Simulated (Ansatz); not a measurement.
## GaAs (F-43m): a many-body input that goes wrong, and its mend

Aim: the G0W0 gap of GaAs (F-43m). The first input has a fault.

Program: Ansatz 0.2.0. Level of theory: G0W0 on PBE, plane waves, PAW. Results are calculated unless marked as measured.

## 1. The structure

The structure is cubic, space group F-43m (No. 216). Conventional cell: a = 5.654 Å, b = 5.654 Å, c = 5.654 Å, α = 90.00°, β = 90.00°, γ = 90.00°. Nearest to Ga lie 4 As at 2.45 Å. Nearest to As lie 4 Ga at 2.45 Å. Farther neighbours are not listed.

The cell and positions come from the Crystallography Open Database and are kept as given unless a step says otherwise. The default PAW set here is soft_2. Its files were made with PBE.

## 2. First try

input.yaml

```yaml
crystal:
  lattice:
    - [0.0, 2.82685, 2.82685]
    - [2.82685, 0.0, 2.82685]
    - [2.82685, 2.82685, 0.0]
  atoms:
    - { symbol: Ga, position: [0.0, 0.0, 0.0] }
    - { symbol: As, position: [0.25, 0.25, 0.25] }
kpoints:
  mp_grid: { grid: [1, 1, 1] }
hamiltonian:
  xc: pbe
scf:
  occupations: { method: fixed }
gw:
  n_empty_bands: 73
  ecut_chi: 80
  qp_bands: [v2, c2]
  qp_kpoints: band_edges
  screening: { model: contour_deformation }
```

Started as:

```sh
> ansatz run input.yaml --threads 3 --pin off --max-ram 92160MiB --backend cuda --events-out ev --progress --plain --runs-dir out --devices 1 --max-vram 13GiB  # rebuilt from the run's record
```

Numbers of over 12 decimals in the logs are rounded to 6 here.

Log:

```text
GPUs: using 1 of 1 available (devices: 1).
Engine: ansatz 0.2.0, x86_64-unknown-linux-gnu
Pseudopotentials: kind: paw
Pseudopotential: Ga, paw, valence charge 13, recommended cutoff 420 eV (normal), Ga.paw.azcp
Pseudopotential: As, paw, valence charge 15, recommended cutoff 420 eV (normal), As.paw.azcp
Functional definition: PBE
  parameter kappa = 0.804
  parameter beta = 0.066725
  exchange = pbe_x(kappa = kappa, mu = beta*pi^2/3)
  correlation = pbe_c(beta = beta)
device memory: the entry about to start is reckoned to put 0.4 GiB on a device that reports 41.3 GiB free (of which the cap on the GPU budget leaves the run 13.0 GiB)
GPU FFT provider: cuFFT
GPU libraries: cuBLAS 13.8.2, cuFFT 12.4.0, cuSOLVER 12.3.4
Crystal: 2 atoms, lattice volume = 45.179 Å³
Basis set: ecut = 420 eV, 893 PW (Γ)
Bands: 18, of which v1, the nominal top of the filled ones, is band 14 counted from 1 (13 counted from 0)
Symmetry: 24 space group operations
Space group: F-43m (ITA 216), of the structure as read, at distance tolerance 3.6e-5 Å
k-points: 1
Non-local potential: Ga, projectors of the file, l = 0: 2, l = 1: 2, l = 2: 3, l = 3: 1
Non-local potential: As, projectors of the file, l = 0: 2, l = 1: 2, l = 2: 3, l = 3: 1
PAW form: soft (Blöchl's): semilocal exchange-correlation on the pseudo side does not see the compensation charge
PAW one-centre angular grid: Ga, 590 points (default); XC on 64 Gauss nodes
PAW one-centre angular grid: As, 590 points (default); XC on 64 Gauss nodes
Initial density: superposition of atomic densities (neutral atoms: chi_scale 0, normalization atom), corrected by the library's trained network
Initial wavefunctions: pseudopotential atomic-orbital guess
GPU buffer pool allocated for 19683 grid points (all kernels)
GPU transforms: local potential and band sums: pruned to the plane-wave sphere, on 25×25×25
Functional: x = pbe(κ = 0.804, μ = 0.219515), c = pbe(β = 0.066725)
SCF iter   1: F=—  HF=-8622.955306 eV  |F-HF|=—  |Δ(HF+E_count)|=         —  Δρ=7.77e-2  dr2=3.69e0  ethr=1.77e-3  ⟨swp⟩=4.0  Hψ=68  notcnv=0
preconditioner: auto → none  [insulator: Δε(μ)=0.507 eV  Ē_g=12.546 eV  n_scr=14 (ndim 8)  ℏωp=23.4 eV  f_vac=0.086  ε∞_Penn≈4.5]
SCF iter   2: F=—  HF=-8622.127080 eV  |F-HF|=—  |Δ(HF+E_count)|=   8.28e-1  Δρ=3.69e-2  dr2=5.38e-1  ethr=1.77e-3  ⟨swp⟩=3.0  Hψ=48  notcnv=0
SCF iter   3: F=—  HF=-8622.016351 eV  |F-HF|=—  |Δ(HF+E_count)|=   1.11e-1  Δρ=1.58e-2  dr2=9.96e-2  ethr=1.77e-3  ⟨swp⟩=3.0  Hψ=36  notcnv=0
SCF iter   4: F=—  HF=-8622.017088 eV  |F-HF|=—  |Δ(HF+E_count)|=   7.37e-4  Δρ=7.95e-3  dr2=1.60e-2  ethr=3.56e-4  ⟨swp⟩=2.0  Hψ=31  notcnv=0
SCF iter   5: F=—  HF=-8622.016412 eV  |F-HF|=—  |Δ(HF+E_count)|=   6.76e-4  Δρ=1.69e-3  dr2=5.54e-4  ethr=5.70e-5  ⟨swp⟩=2.0  Hψ=31  notcnv=0
SCF iter   6: F=—  HF=-8622.016810 eV  |F-HF|=—  |Δ(HF+E_count)|=   3.98e-4  Δρ=3.34e-4  dr2=3.95e-5  ethr=1.98e-6  ⟨swp⟩=3.0  Hψ=31  notcnv=0
SCF iter   7: F=—  HF=-8622.016829 eV  |F-HF|=—  |Δ(HF+E_count)|=   1.83e-5  Δρ=3.98e-5  dr2=7.71e-7  ethr=1.41e-7  ⟨swp⟩=2.0  Hψ=29  notcnv=0
SCF iter   8: F=-8622.016829 eV  HF=-8622.016829 eV  |F-HF|=2.19e-9  |Δ(HF+E_count)|=   1.48e-7  Δρ=7.12e-6  dr2=1.13e-8  ethr=3.57e-10  ⟨swp⟩=5.0  Hψ=74  notcnv=0
SCF 1 converged in 8 iterations: F = -8622.016829 eV  dr2 = 1.13e-8
[...]
device memory: the entry about to start is reckoned to put 0.5 GiB on a device that reports 41.4 GiB free (of which the cap on the GPU budget leaves the run 13.0 GiB)
NSCF: frozen V_eff on 1 k-points
[...]
device memory: the entry about to start is reckoned to put 0.5 GiB on a device that reports 41.4 GiB free (of which the cap on the GPU budget leaves the run 13.0 GiB)
NSCF: frozen V_eff on 1 k-points
G₀W₀ screening: q 1/1
G₀W₀ self-energy: k 1/1
device memory: the entry about to start is reckoned to put 0.3 GiB on a device that reports 38.8 GiB free (of which the cap on the GPU budget leaves the run 13.0 GiB)
NSCF: frozen V_eff on 1 k-points
device memory: the entry about to start is reckoned to put 0.3 GiB on a device that reports 38.6 GiB free (of which the cap on the GPU budget leaves the run 13.0 GiB)
NSCF: frozen V_eff on 1 k-points
device memory: the entry about to start is reckoned to put 0.3 GiB on a device that reports 38.6 GiB free (of which the cap on the GPU budget leaves the run 13.0 GiB)
NSCF: frozen V_eff on 1 k-points
device memory: the entry about to start is reckoned to put 0.3 GiB on a device that reports 38.6 GiB free (of which the cap on the GPU budget leaves the run 13.0 GiB)
NSCF: frozen V_eff on 1 k-points
device memory: the entry about to start is reckoned to put 0.3 GiB on a device that reports 38.6 GiB free (of which the cap on the GPU budget leaves the run 13.0 GiB)
NSCF: frozen V_eff on 1 k-points
SCF converged after 8 iterations
Free energy (F): -8622.016829 eV
Harris-Foulkes:  -8622.016829 eV  (|F-HF|=2.19e-9)
Internal energy: -8622.016829 eV  (E = F + TS)
E sigma→0 (E₀):  -8622.016829 eV
Fermi energy:    9.349966 eV
--- Per-component energies (eV) ---
  E_band       = -260.819314
  E_kinetic    = 241.876947
  E_local      = -3966.594872  (includes V_loc(G=0)·N_el)
  E_nonlocal   = -228.794614
  E_hartree    = 2023.541222
  E_xc         = -145.062155
  E_vxc        = -134.170407  (∫ρ·V_xc dr)
  E_paw        = -3848.255429  (= ΣΔE_a)
  E_vpaw       = -220.217103  (= ΣTr[D̂ρ^β])
  E_aug_tail   = -0.000142  (compensation charges beyond the density's cutoff)
  E_ewald      = -2698.727786
  E_smearing   = -0.000000  (= −TS)
  E_closure    = 0.000000  (closes the sum)
  Σ components = -8622.016829   (vs F -8622.016829, Δ=0.00e0)
--- Band table (eV) ---
  k-point 0: bands = [... 10 lower, -3.4764, 9.3500, 9.3500, 9.3500, 9.5771, 12.3201, 12.3201, 12.3201]
--- G₀W₀: contour deformation, 8 samples at zero and on the imaginary axis and 1 off it, 1 q-point, 73 empty bands' worth ---
  eigenvalues of the whole cell's RPA ε∞ on this k-mesh (on a slab, of 1 + 4πα/V) = 11362.4811, 11362.4811, 11362.4811; static W/v taken at q = 0 is 0.000088
  bands read: the sum over 87 bands ends inside a degenerate multiplet in 1 slot, whose members it reads at an even weight; the widest, k=0: bands 87 to 89 (counted from 1) at 1/3 each
  gw.qp_kpoints: band_edges: 1 of 1 stored k-point solved, in 1 pass; an edge of the gap read off the rows below is read off those points alone
    ik  band        ε_KS         Σx   Σc(E_QP)       V_xc       Z   E_QP_lin       E_QP  E_QP is
     0    13      9.3500   -20.5180     4.9504   -15.2429  0.7754     9.0323     9.0253  root
     0    14      9.3500   -20.5180     4.9504   -15.2429  0.7754     9.0323     9.0253  root
     0    15      9.5771    -9.1457    -6.6320   -16.0993  0.6794     9.8797     9.8988  root
     0    16     12.3201    -5.6792    -6.7627   -11.7804  0.8438    11.6624    11.6586  root
```

The job ended after 4.7 s (1 × NVIDIA H100 80GB HBM3 (shared by 6 runs) with 3 threads of AMD EPYC 7R13 (Zen 3), shared host; peak memory 1 GiB).

Reading the cycles: dr2 is the Hartree energy of the density residual (eV), the measure of convergence; HF is the Harris–Foulkes estimate of the energy, which meets the free energy F at convergence.

Q: What is the fault?

The run ended normally, though the input holds a fault or crude settings.

The fault: G0W0 on a mesh far too coarse. So few points can't sample the density or the screening, and the band edges may lie elsewhere in the zone.

It printed a gap of 0.87 eV, which is an artefact of the settings.

## 3. A better input

G0W0 replaces the xc potential by the self-energy, built once from these orbitals. Only a window of levels is corrected, while the sums run over the empty bands that the input names.

input.yaml, as its differences from that of step 2:

```diff
@@ -9,3 +9,3 @@
 kpoints:
-  mp_grid: { grid: [1, 1, 1] }
+  mp_grid: { grid: [6, 6, 6] }
 hamiltonian:
@@ -15,4 +15,4 @@
 gw:
-  n_empty_bands: 73
-  ecut_chi: 80
+  n_empty_bands: 134
+  ecut_chi: 120
   qp_bands: [v2, c2]
```

Log:

```text
GPUs: using 1 of 1 available (devices: 1).
[...]
GPU FFT provider: cuFFT
GPU libraries: cuBLAS 13.8.2, cuFFT 12.4.0, cuSOLVER 12.3.4
Crystal: 2 atoms, lattice volume = 45.179 Å³
Basis set: ecut = 420 eV, 893 PW (Γ)
Bands: 18, of which v1, the nominal top of the filled ones, is band 14 counted from 1 (13 counted from 0)
[... 1 set-up line as in the run before ...]
[...]
k-points: 16 of 216 (time reversal used)
[...]
GPU buffer pool allocated for 19683 grid points (all kernels)
[...]
SCF iter   1: F=—  HF=-8639.814969 eV  |F-HF|=—  |Δ(HF+E_count)|=         —  Δρ=1.49e-3  dr2=1.52e-3  ethr=1.77e-3  ⟨swp⟩=4.6  Hψ=1233  notcnv=0  defer=22
[...]
SCF iter   6: F=-8639.814013 eV  HF=-8639.814013 eV  |F-HF|=2.05e-8  |Δ(HF+E_count)|=   2.33e-7  Δρ=5.18e-6  dr2=9.78e-9  ethr=3.57e-10  ⟨swp⟩=5.1  Hψ=1142  notcnv=0
SCF 1 converged in 6 iterations: F = -8639.814013 eV  dr2 = 9.78e-9
[...]
0    14      8.1914   -16.8644     1.0863   -15.3202  0.7491     7.7137     7.7336  root
     0    15      8.7049   -11.9698    -3.7054   -15.9847  0.7607     9.0203     9.0144  root
     0    16     11.9251    -7.8308    -4.2949   -12.1844  0.7452    11.9840    11.9837  root
     1    13      7.8111   -16.5264     1.1814   -14.8750  0.7469     7.3184     7.3410  root
     1    14      7.8111   -16.5264     1.1814   -14.8750  0.7469     7.3184     7.3410  root
     1    15      9.8235   -10.3908    -3.7929   -14.3606  0.7566    10.0020    10.0004  root
     1    16     12.4720    -7.9922    -4.4577   -12.5182  0.7390    12.5405    12.5402  root
[...]
6    14      6.5528   -15.9867     1.6614   -13.7997  0.7355     6.0006     6.0272  root ?
[...]
12    13      5.5145   -15.6699     2.0960   -13.0179  0.7207     4.9302     4.9584  root
    12    14      5.5145   -15.6699     2.0960   -13.0179  0.7207     4.9302     4.9584  root
    12    15      9.6578    -6.8746    -3.7199   -10.4497  0.7674     9.5139     9.5130  root
    12    16      9.8514    -8.1811    -3.7554   -11.9064  0.7615     9.8214     9.8213  root
[key lines of the parts left out:]
SCF converged after 6 iterations
Free energy (F): -8639.814013 eV
Fermi energy:    8.191395 eV
```

Elapsed: 11 s, on 1 × NVIDIA H100 80GB HBM3 (shared by 6 runs) with 3 threads; peak memory 1.2 GiB.

Numbers from this step:

```
bands summed                                 : 148
RPA ε∞ on this mesh (eigenvalues)            : 50.64, 50.64, 50.64
plane waves in the screening matrix          : 137
q-points in the mesh                         : 216
G0W0 gap on the mesh                         : 1.281 eV
k of the valence top                         : 0, 0, 0
k of the conduction bottom                   : 0, 0, 0
starting gap on the mesh                     : 0.5135 eV
Z at the valence top                         : 0.7491
Z at the conduction bottom                   : 0.7607
least direct G0W0 gap on the computed points : 1.281 eV
```

The gap on the mesh goes from 0.51 eV to 1.28 eV, a correction of +0.77 eV. Between the two edge states, bare exchange in place of the xc potential would open the gap by 5.56 eV, and correlation takes back 4.79 eV.

## 4. Results

```
first try  : converged after 4.7 s
better run : G0W0 gap on the mesh 1.28 eV (6×6×6 mesh, 134 empty bands, screening to 120 eV)
```

What this shows: The second run differs in: mesh, empty bands and screening cutoff (eV). Bands and cutoff are finite, so the gap is not at the basis limit. The miss can reach some tenths of an eV and take either sign; the mesh is an error of its own. The 6×6×6 mesh is coarse for this cell (its supercell is 24 Å along the shortest edge). The RPA ε∞ on it, from the PBE start, is 50.64; such meshes misread the long-range screening, most where the gap is narrow. The RPA ε∞ on this mesh reaches over 25; with a narrow direct gap a coarse mesh can overstate it, and the correction is then too small. The many-body steps are scalar-relativistic: spin-orbit coupling is not in them.

[Paths, hosts, dates, memory and timing lines, banners, echoed tables and standing remarks are left out of the program output.]

[Logs are printed without paths, hosts, clocks, repeated set-up lines and the standing remarks that a program may print on its own settings, such as how far it seeks lower states.]

[Runs of the session that timed out or met a known fault of the program may be left out.]

[Cells called generated may have been cut or substituted from an entry of the Crystallography Open Database or the Materials Project.]

[Hosts, paths, dates, database ids (printed as entryN), source tags and the programs' standing remarks are cut or masked in the printed files.]
